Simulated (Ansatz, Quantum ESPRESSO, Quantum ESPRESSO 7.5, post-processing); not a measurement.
# Mg chain with one bond drawn out by 2.0 Å: ballistic transmission

Wanted: the transmission near the Fermi level and the conductance of this junction: Mg chain with one bond drawn out by 2.0 Å.

Main program and level: Quantum ESPRESSO 7.5; plane-wave DFT, PBE, GBRV ultrasoft pseudopotentials (cross-check by Ansatz 0.2.0 with PAW datasets).

### Step 1. Set-up

The cell holds 10 atoms: 10 Mg. Cell: a = 7.500 Å, b = 7.500 Å, c = 32.000 Å, α = 90.0°, β = 90.0°, γ = 90.0°. Regions: left lead, 5 atoms (5 Mg); right lead, 5 atoms (5 Mg). Vacuum lies along a and b. The structure is stacked along c, and the current runs across the ab planes.

As a file:

```cif
data_structure
_symmetry_space_group_name_H-M 'P 1'
_symmetry_Int_Tables_number 1
_cell_length_a 7.5000
_cell_length_b 7.5000
_cell_length_c 32.0000
_cell_angle_alpha 90.000
_cell_angle_beta 90.000
_cell_angle_gamma 90.000
_cell_volume 1800.00
loop_
_atom_site_label
_atom_site_type_symbol
_atom_site_fract_x
_atom_site_fract_y
_atom_site_fract_z
_atom_site_occupancy
Mg1 Mg 0.50000 0.50000 0.00000 1
Mg2 Mg 0.50000 0.50000 0.09375 1
Mg3 Mg 0.50000 0.50000 0.18750 1
Mg4 Mg 0.50000 0.50000 0.28125 1
Mg5 Mg 0.50000 0.50000 0.37500 1
Mg6 Mg 0.50000 0.50000 0.53125 1
Mg7 Mg 0.50000 0.50000 0.62500 1
Mg8 Mg 0.50000 0.50000 0.71875 1
Mg9 Mg 0.50000 0.50000 0.81250 1
Mg10 Mg 0.50000 0.50000 0.90625 1
```

### Step 2. Self-consistent run

One periodic cell holds a stretch of lead, the junction and more lead; the atoms stay as built.

Contents of scf.in:

```
&control
  prefix = 'scf'
  outdir = './out'
  pseudo_dir = './pseudo'
  calculation = 'scf'
  tprnfor = .true.
/
&system
  ibrav = 0
  nat = 10
  ntyp = 1
  ecutwfc = 34
  ecutrho = 170
  occupations = 'smearing'
  smearing = 'mv'
  degauss = 0.01
/
&electrons
  conv_thr = 1e-07
  mixing_beta = 0.25
  electron_maxstep = 120
  mixing_mode = 'local-TF'
/
ATOMIC_SPECIES
  Mg  24.3050  mg_pbe_v1.4.uspp.F.UPF
CELL_PARAMETERS angstrom
  7.50000000000000 0.00000000000000 0.00000000000000
  0.00000000000000 7.50000000000000 0.00000000000000
  0.00000000000000 0.00000000000000 32.00000000000000
ATOMIC_POSITIONS crystal
  Mg  0.500000000000 0.500000000000 0.000000000000
  Mg  0.500000000000 0.500000000000 0.093750000000
  Mg  0.500000000000 0.500000000000 0.187500000000
  Mg  0.500000000000 0.500000000000 0.281250000000
  Mg  0.500000000000 0.500000000000 0.375000000000
  Mg  0.500000000000 0.500000000000 0.531250000000
  Mg  0.500000000000 0.500000000000 0.625000000000
  Mg  0.500000000000 0.500000000000 0.718750000000
  Mg  0.500000000000 0.500000000000 0.812500000000
  Mg  0.500000000000 0.500000000000 0.906250000000
K_POINTS automatic
  1 1 3 0 0 0
```

Command:

```
> OMP_NUM_THREADS=1 mpirun -n 4 pw.x -nk 1 -in scf.in > scf.out
```

Then come: the open system; transmission with pwcond.x, with epsproj = 0.001; cross-check with Ansatz; all levels side by side. Settings of the main run: cutoff 34 Ry, smearing, Marzari-Vanderbilt smearing, smearing width 0.01 Ry, SCF threshold 1.00e-7 Ry, gbrv-pbe-1.5 potentials, 1×1×3 k-mesh, mpi ranks 4, pools 1, omp threads 1.

**Question.** What will these runs give for the conductance by pwcond, in doubt; and conductance by Ansatz?

pwcond (PBE, GBRV ultrasoft) gives 0 G₀ and Ansatz (PAW) 0 G₀ a cell at the Fermi level; both codes find a gap in the lead at the Fermi level, so the value says nothing about the junction. No independent third code was run. In the second code the Fermi level lies in a gap of the lead, so a small shift of that gap decides the value. The geometry is as built, not relaxed, and the leads are short.

- conductance by pwcond, in doubt: 0 G₀
- conductance by Ansatz: 0 G₀

[Logs are printed without paths, hosts, clocks, repeated set-up lines and the standing remarks that a program may print on its own settings, such as how far it seeks lower states.]

[Hosts, paths, dates, database ids (printed as entryN), source tags and the programs' standing remarks are cut or masked in the printed files.]

[Maps of the electrostatic potential energy from Ansatz leave out the sawtooth potential of an applied field or a dipole correction, so their vacuum need not be flat; planar profiles and work functions include it.]
